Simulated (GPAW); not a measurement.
Consider Nb4C3 (Pm-3m).

```xyz
7
Lattice="4.4708 0.0000 0.0000 0.0000 4.4708 0.0000 0.0000 0.0000 4.4708" Properties=species:S:1:pos:R:3 pbc="T T T"
Nb    2.2354    2.2354    2.2354
Nb    2.2354    0.0000    0.0000
Nb    0.0000    0.0000    2.2354
Nb    0.0000    2.2354    0.0000
C     0.0000    2.2354    2.2354
C     2.2354    2.2354    0.0000
C     2.2354    0.0000    2.2354
```

Absorber: atom 1, with 6 C at 2.24 Å (octahedral, site symmetry m-3m). Method: GPAW, LDA, excited-electron core hole (neutral cell), 28-atom cell with 7.7 Å between holes, 4×4×4 k points, dipole transitions, Gaussian full width 1.66 eV up to 4 eV, rising linearly to 3.5 eV at 25 eV.

Predict the near-edge structure at the Nb L₃ edge.

Main maxima up to 30 eV above the zero (height): 1.4 eV (3.71), 14.2 eV (0.67), 22.2 eV (0.42) and 28.6 eV (0.62). At an L edge the dipole rule selects empty d (and weakly s) states on the absorber, and the strong line at the onset measures the empty part of its d band. 

The Nb L₃ spectrum (energy from the lowest empty level; intensity scaled to a mean of 1 over the first 20 eV):

```csv
E (eV),intensity
-2.0,0.00
-1.4,0.04
-0.8,0.28
-0.2,1.04
0.4,2.32
1.0,3.44
1.6,3.69
2.2,3.17
2.8,2.40
3.4,1.83
4.0,1.59
4.6,1.47
5.2,1.33
5.8,1.20
6.4,1.04
7.0,0.81
7.6,0.59
8.2,0.43
8.8,0.32
9.4,0.25
10.0,0.20
10.6,0.19
11.2,0.22
11.8,0.30
12.4,0.41
13.0,0.54
13.6,0.63
14.2,0.67
14.8,0.64
15.4,0.58
16.0,0.53
16.6,0.48
17.2,0.42
17.8,0.37
18.4,0.34
19.0,0.32
19.6,0.33
20.2,0.35
20.8,0.38
21.4,0.40
22.0,0.42
22.6,0.41
23.2,0.38
23.8,0.34
24.4,0.31
25.0,0.31
25.6,0.33
26.2,0.39
26.8,0.46
27.4,0.54
28.0,0.60
28.6,0.62
29.2,0.59
29.8,0.54
30.4,0.47
31.0,0.40
31.6,0.34
```

Only the L₃ part is meant: spin–orbit coupling of the core level isn't computed and the L₂ copy isn't added. The script folds with a Gaussian, whereas the core hole's own line is a Lorentzian, so the onset is too steep and the first peak too high. The crystal has 2 inequivalent Nb sites and not all are shown here, while a measurement adds them all. Lifetime broadening is put in by hand, and intensities beyond about 20 eV depend on it and on the partial waves; weight that the partial waves miss at high energy is lost. The structure is a computed Materials Project entry and may be a hypothetical form.

[Banner, clock and machine lines of the logs are left out without a mark of their own.]

[Logs are printed without paths, hosts, clocks, repeated set-up lines and the standing remarks that a program may print on its own settings, such as how far it seeks lower states.]

[Hosts, paths, dates, database ids (printed as entryN), source tags and the programs' standing remarks are cut or masked in the printed files.]

[Lists of maxima count a maximum above −3 eV only where it reaches 4 % of the highest in the window and stands out from its surroundings by 2 % of it (1.5 % where it reaches 55 %); shoulders and weaker maxima are passed over, and of the rest the first, up to two pre-edge ones and the few strongest are named.]
